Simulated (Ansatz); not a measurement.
## BaCoSO: which texture of moments is lowest

Aim: rank collinear and non-collinear patterns of moments in one cell of BaCoSO.

Method: PBEsol with U = 3.5 eV on Co d (ortho-atomic projectors), PAW set soft_1 (files made for PBE), in Ansatz 0.2.0.

This is a report of a sequence of runs, with most program output left out.

In doubt: warnings of the run leave room for a lower electronic state (step 2), so energies may not be the lowest and differences between runs may mislead.

## 1. Set-up

Symmetry: Cmcm, No. 63, orthorhombic system. Conventional cell: a = 4.035 Å, b = 12.914 Å, c = 6.180 Å, α = 90.00°, β = 90.00°, γ = 90.00°. Ba has 4 O at 2.93 Å and 5 S at 3.24 to 3.93 Å and 7 Co at 3.36 to 3.77 Å nearest. Co has 2 O at 1.97 Å and 2 S at 2.37 Å nearest. S has 2 Co at 2.37 Å and 5 Ba at 3.24 to 3.93 Å nearest. O has 2 Co at 1.97 Å and 4 Ba at 2.93 Å nearest. Farther neighbours and most contacts between anions are not listed.

The cell comes from the Materials Project, a database of computed structures, and the real compound, where it exists, may take another one.

The cell of this run holds 16 atoms, 4 of them with a starting moment; values «a cell» refer to the cell of the run in question.

## 2. Two spin channels first

A collinear run comes first: it shows whether moments survive, and how large they are.

Input file input.yaml:

```yaml
crystal:
  lattice:
    - [2.01771, -6.456897, 0.0]
    - [-4.03542, 0.0, 6.179544]
    - [-4.03542, 0.0, -6.179544]
  atoms:
    - { symbol: Ba, position: [0.227244, 0.431811, 0.181811] }
    - { symbol: Ba, position: [0.227244, 0.931811, 0.681811] }
    - { symbol: Ba, position: [0.772756, 0.568189, 0.818189] }
    - { symbol: Ba, position: [0.772756, 0.068189, 0.318189] }
    - { symbol: Co, position: [0.811278, 0.5778195, 0.3278195], spin: 3.0 }
    - { symbol: Co, position: [0.811278, 0.0778195, 0.8278195], spin: 3.0 }
    - { symbol: Co, position: [0.188722, 0.4221805, 0.6721805], spin: 3.0 }
    - { symbol: Co, position: [0.188722, 0.9221805, 0.1721805], spin: 3.0 }
    - { symbol: S, position: [0.619134, 0.2797835, 0.0297835] }
    - { symbol: S, position: [0.619134, 0.7797835, 0.5297835] }
    - { symbol: S, position: [0.380866, 0.7202165, 0.9702165] }
    - { symbol: S, position: [0.380866, 0.2202165, 0.4702165] }
    - { symbol: O, position: [0.0, 0.75, 0.25] }
    - { symbol: O, position: [0.0, 0.25, 0.75] }
    - { symbol: O, position: [0.0, 0.5, 0.5] }
    - { symbol: O, position: [0.0, 0.0, 0.0] }
magnetization:
  spin_polarized: true
kpoints:
  mp_grid: { grid: [4, 4, 4] }
hamiltonian:
  xc: pbesol
  hubbard:
    projectors: ortho-atomic
    sites: [{ species: Co, l: d, u_eff: 3.5 }]
  pseudopotentials: { kind: paw, azcp: { folder: soft_1 }, xc_functional: pbe }
scf:
  occupations: { method: fermi_dirac, width: 0.05 }
  max_iter: 120
  convergence: { dr2_threshold: 1.0e-08 }
output:
  write_density: true
  write_potential: true
  elf: true
  volumetric_format: npy
```

Started as:

```bash
> ansatz run input.yaml --threads 2 --pin off --max-ram 5632MiB --backend cpu --events-out ev --progress --plain --runs-dir out
```

Elapsed: 6.1 min, on 2 threads of Arm Neoverse V2, shared host; peak memory 3.9 GiB; 12 min of CPU time.

Spin moment in the atom's sphere by atom:

```tsv
atom	spin moment in the atom's sphere (μB)
Ba1	0.01
Ba2	0.01
Ba3	0.01
Ba4	0.01
Co5	2.37
Co6	2.37
Co7	2.37
Co8	2.37
S9	0.08
S10	0.08
S11	0.08
S12	0.08
O13	0.16
O14	0.16
O15	0.16
O16	0.16
```

Tables count atoms from 1; parts of the log count from 0.

The run ends ferromagnetic, with a net moment of 12 μB a cell. Only this order was typed.

Spin density in the ac plane at fractional y = 0.250, with atoms of S and O within 0.2 Å of it.

Ten even steps from '_' (0.00 e/Å³) to '@' (0.28 e/Å³), each cell a mean:
```
________________________________....__
__________________________________..__
______________________________________
==::________________________________::
@@==______________________________..**
##::______________________________..**
..__________________________________..
______________________________________
__....________________________________
__....________________________________
______________________________________
____________..________________________
______________________________________
______________________________________
______________________________________
______________________________________
______________________________________
______________________________________
__________________________..__________
______________________________________
```
Columns run along a (6.8 Å), rows up along c (7.4 Å). Atoms in or near the plane, at fractional coordinates: S at (0.62, 0.03), S at (0.38, 0.47), O at (0.00, 0.75).

Valence density in the ac plane at fractional y = 0.250, with atoms of S and O within 0.2 Å of it. It is the smooth field of the valence electrons, not physical close to the nuclei.

Ten steps, logarithmic in the rise over the least value, from '0' (0.0 e/Å³) to '9' (7.1 e/Å³), each cell a mean:
```
1111000135555543211
2211000124555433222
5431000012333222234
8742000001111112357
9852100000000001369
9742110110000001369
6532222222100001256
3322234444210000123
1222345555321000111
1112355555421011111
1012355455421123321
0001355554311133321
0001234443100133321
0000122221000122210
0001111100001111100
0012211000112211000
0123321001334321000
1233321113455532100
1233321124555543100
1122211135545543211
```
Columns run along a (6.8 Å), rows up along c (7.4 Å). Atoms in or near the plane, at fractional coordinates: S at (0.62, 0.03), S at (0.38, 0.47), O at (0.00, 0.75).

ELF in the ac plane at fractional y = 0.250, with atoms of S and O within 0.2 Å of it. It is the smooth field of the valence electrons, not physical close to the nuclei.

Ten even steps from '0' (0.02) to '9' (0.89), each cell a mean:
```
0000000499856973100
3310000379999852112
7763000147887521126
8984100013443211268
5884100000000001587
6862111221000002687
8631125676420002589
4211258999851000245
1111489789972000001
0012696249972012110
0014795149961145420
0014798789830256531
0002689998510256520
0000257764100133210
0000012210001001000
0012210001355420000
0134531015889863100
0146641048999985200
0146631279954886200
0023310389711785210
```
Columns run along a (6.8 Å), rows up along c (7.4 Å). Atoms in or near the plane, at fractional coordinates: S at (0.62, 0.03), S at (0.38, 0.47), O at (0.00, 0.75).

Signs and angles in the names of the patterns follow the order of the magnetic atoms in the input, which need not be their order in space.

In the spinor runs that follow the search for lower states is off.

## 3. Start: ferro

The parallel pattern comes first.

input.yaml: that of step 2 with these lines changed.

```diff
@@ -10,6 +10,6 @@
     - { symbol: Ba, position: [0.772756, 0.068189, 0.318189] }
-    - { symbol: Co, position: [0.811278, 0.5778195, 0.3278195], spin: 3.0 }
-    - { symbol: Co, position: [0.811278, 0.0778195, 0.8278195], spin: 3.0 }
-    - { symbol: Co, position: [0.188722, 0.4221805, 0.6721805], spin: 3.0 }
-    - { symbol: Co, position: [0.188722, 0.9221805, 0.1721805], spin: 3.0 }
+    - { symbol: Co, position: [0.811278, 0.5778195, 0.3278195], spin: 2.37, spin_axis: [0.0, 0.0, 1.0] }
+    - { symbol: Co, position: [0.811278, 0.0778195, 0.8278195], spin: 2.37, spin_axis: [0.0, 0.0, 1.0] }
+    - { symbol: Co, position: [0.188722, 0.4221805, 0.6721805], spin: 2.37, spin_axis: [0.0, 0.0, 1.0] }
+    - { symbol: Co, position: [0.188722, 0.9221805, 0.1721805], spin: 2.37, spin_axis: [0.0, 0.0, 1.0] }
     - { symbol: S, position: [0.619134, 0.2797835, 0.0297835] }
@@ -22,4 +22,2 @@
     - { symbol: O, position: [0.0, 0.0, 0.0] }
-magnetization:
-  spin_polarized: true
 kpoints:
@@ -36,6 +34,6 @@
   convergence: { dr2_threshold: 1.0e-08 }
-output:
-  write_density: true
-  write_potential: true
-  elf: true
-  volumetric_format: npy
+  lower_state_search: "off"
+basis:
+  ecutwfc: 420.0
+magnetization:
+  noncollinear: true
```

It took 7.1 min on 2 threads; peak memory 3.2 GiB; 14 min of CPU time.

It ends ferromagnetic; the largest site carries 2.37 μB.

Spin moment in the atom's sphere by atom:

```tsv
atom	x (μB)	y (μB)	z (μB)	size
Ba1	0.00	0.00	0.01	0.01
Ba2	0.00	0.00	0.01	0.01
Ba3	0.00	0.00	0.01	0.01
Ba4	0.00	0.00	0.01	0.01
Co5	0.00	0.00	2.37	2.37
Co6	0.00	0.00	2.37	2.37
Co7	0.00	0.00	2.37	2.37
Co8	0.00	0.00	2.37	2.37
S9	0.00	0.00	0.08	0.08
S10	0.00	0.00	0.08	0.08
S11	0.00	0.00	0.08	0.08
S12	0.00	0.00	0.08	0.08
O13	0.00	0.00	0.16	0.16
O14	0.00	0.00	0.16	0.16
O15	0.00	0.00	0.16	0.16
O16	0.00	0.00	0.16	0.16
```

## 4. Start: tetrahedral

A symmetric pattern; a run keeps it where it is stationary.

input.yaml, the sections that differ from step 3:

```yaml
crystal:
  lattice:
    - [2.01771, -6.456897, 0.0]
    - [-4.03542, 0.0, 6.179544]
    - [-4.03542, 0.0, -6.179544]
  atoms:
    - { symbol: Ba, position: [0.227244, 0.431811, 0.181811] }
    - { symbol: Ba, position: [0.227244, 0.931811, 0.681811] }
    - { symbol: Ba, position: [0.772756, 0.568189, 0.818189] }
    - { symbol: Ba, position: [0.772756, 0.068189, 0.318189] }
    - { symbol: Co, position: [0.811278, 0.5778195, 0.3278195], spin: 2.37, spin_axis: [0.57735, 0.57735, 0.57735] }
    - { symbol: Co, position: [0.811278, 0.0778195, 0.8278195], spin: 2.37, spin_axis: [0.57735, -0.57735, -0.57735] }
    - { symbol: Co, position: [0.188722, 0.4221805, 0.6721805], spin: 2.37, spin_axis: [-0.57735, 0.57735, -0.57735] }
    - { symbol: Co, position: [0.188722, 0.9221805, 0.1721805], spin: 2.37, spin_axis: [-0.57735, -0.57735, 0.57735] }
    - { symbol: S, position: [0.619134, 0.2797835, 0.0297835] }
    - { symbol: S, position: [0.619134, 0.7797835, 0.5297835] }
    - { symbol: S, position: [0.380866, 0.7202165, 0.9702165] }
    - { symbol: S, position: [0.380866, 0.2202165, 0.4702165] }
    - { symbol: O, position: [0.0, 0.75, 0.25] }
    - { symbol: O, position: [0.0, 0.25, 0.75] }
    - { symbol: O, position: [0.0, 0.5, 0.5] }
    - { symbol: O, position: [0.0, 0.0, 0.0] }
output:
  write_density: true
  write_potential: true
  elf: true
  volumetric_format: npy
# kpoints, hamiltonian, scf, basis, magnetization: as in step 3
```

Wall time 40 min (2 threads); peak memory 4.8 GiB.

The run was cut off at the time left to it in the session, and no result is taken from it.

## 5. Start: random 2

Random directions favour no pattern, so the moments can find one that was not thought of.

input.yaml, the sections that differ from step 4:

```yaml
crystal:
  lattice:
    - [2.01771, -6.456897, 0.0]
    - [-4.03542, 0.0, 6.179544]
    - [-4.03542, 0.0, -6.179544]
  atoms:
    - { symbol: Ba, position: [0.227244, 0.431811, 0.181811] }
    - { symbol: Ba, position: [0.227244, 0.931811, 0.681811] }
    - { symbol: Ba, position: [0.772756, 0.568189, 0.818189] }
    - { symbol: Ba, position: [0.772756, 0.068189, 0.318189] }
    - { symbol: Co, position: [0.811278, 0.5778195, 0.3278195], spin: 2.37, spin_axis: [0.501536, 0.361007, -0.786216] }
    - { symbol: Co, position: [0.811278, 0.0778195, 0.8278195], spin: 2.37, spin_axis: [-0.303736, -0.710405, -0.634877] }
    - { symbol: Co, position: [0.188722, 0.4221805, 0.6721805], spin: 2.37, spin_axis: [-0.483075, 0.87023, -0.096638] }
    - { symbol: Co, position: [0.188722, 0.9221805, 0.1721805], spin: 2.37, spin_axis: [0.083299, -0.870222, 0.485566] }
    - { symbol: S, position: [0.619134, 0.2797835, 0.0297835] }
    - { symbol: S, position: [0.619134, 0.7797835, 0.5297835] }
    - { symbol: S, position: [0.380866, 0.7202165, 0.9702165] }
    - { symbol: S, position: [0.380866, 0.2202165, 0.4702165] }
    - { symbol: O, position: [0.0, 0.75, 0.25] }
    - { symbol: O, position: [0.0, 0.25, 0.75] }
    - { symbol: O, position: [0.0, 0.5, 0.5] }
    - { symbol: O, position: [0.0, 0.0, 0.0] }
# kpoints, hamiltonian, scf, basis, magnetization: as in step 4
# output: removed
```

Elapsed: 40 min, on 2 threads; peak memory 4.8 GiB.

The run was cut off at the time left to it in the session, and no result is taken from it.

## 6. Start: collinear +-+-

input.yaml, the sections that differ from step 5:

```yaml
crystal:
  lattice:
    - [2.01771, -6.456897, 0.0]
    - [-4.03542, 0.0, 6.179544]
    - [-4.03542, 0.0, -6.179544]
  atoms:
    - { symbol: Ba, position: [0.227244, 0.431811, 0.181811] }
    - { symbol: Ba, position: [0.227244, 0.931811, 0.681811] }
    - { symbol: Ba, position: [0.772756, 0.568189, 0.818189] }
    - { symbol: Ba, position: [0.772756, 0.068189, 0.318189] }
    - { symbol: Co, position: [0.811278, 0.5778195, 0.3278195], spin: 2.37, spin_axis: [0.0, 0.0, 1.0] }
    - { symbol: Co, position: [0.811278, 0.0778195, 0.8278195], spin: 2.37, spin_axis: [0.0, 0.0, -1.0] }
    - { symbol: Co, position: [0.188722, 0.4221805, 0.6721805], spin: 2.37, spin_axis: [0.0, 0.0, 1.0] }
    - { symbol: Co, position: [0.188722, 0.9221805, 0.1721805], spin: 2.37, spin_axis: [0.0, 0.0, -1.0] }
    - { symbol: S, position: [0.619134, 0.2797835, 0.0297835] }
    - { symbol: S, position: [0.619134, 0.7797835, 0.5297835] }
    - { symbol: S, position: [0.380866, 0.7202165, 0.9702165] }
    - { symbol: S, position: [0.380866, 0.2202165, 0.4702165] }
    - { symbol: O, position: [0.0, 0.75, 0.25] }
    - { symbol: O, position: [0.0, 0.25, 0.75] }
    - { symbol: O, position: [0.0, 0.5, 0.5] }
    - { symbol: O, position: [0.0, 0.0, 0.0] }
# kpoints, hamiltonian, scf, basis, magnetization: as in step 5
```

It took 11 min on 2 threads; peak memory 4 GiB; 23 min of CPU time.

It ends antiferromagnetic; the largest site carries 2.31 μB.

Spin moment in the atom's sphere by atom:

```tsv
atom	x (μB)	y (μB)	z (μB)	size
Ba1	0.00	0.00	0.00	0.00
Ba2	0.00	0.00	0.00	0.00
Ba3	0.00	0.00	0.00	0.00
Ba4	0.00	0.00	0.00	0.00
Co5	0.00	0.00	2.31	2.31
Co6	0.00	0.00	-2.31	2.31
Co7	0.00	0.00	2.31	2.31
Co8	0.00	0.00	-2.31	2.31
S9	0.00	0.00	0.00	0.00
S10	0.00	0.00	0.00	0.00
S11	0.00	0.00	0.00	0.00
S12	0.00	0.00	0.00	0.00
O13	0.00	0.00	0.00	0.00
O14	0.00	0.00	0.00	0.00
O15	0.00	0.00	0.15	0.15
O16	0.00	0.00	-0.15	0.15
```

[Logs and program files are shortened in this print: banners, set-up blocks, solver, clock and traceback lines can be left out without a mark of their own.]

[Logs are printed without paths, hosts, clocks, repeated set-up lines and the standing remarks that a program may print on its own settings, such as how far it seeks lower states.]

[Hosts, paths, dates, database ids (printed as entryN), source tags and the programs' standing remarks are cut or masked in the printed files.]
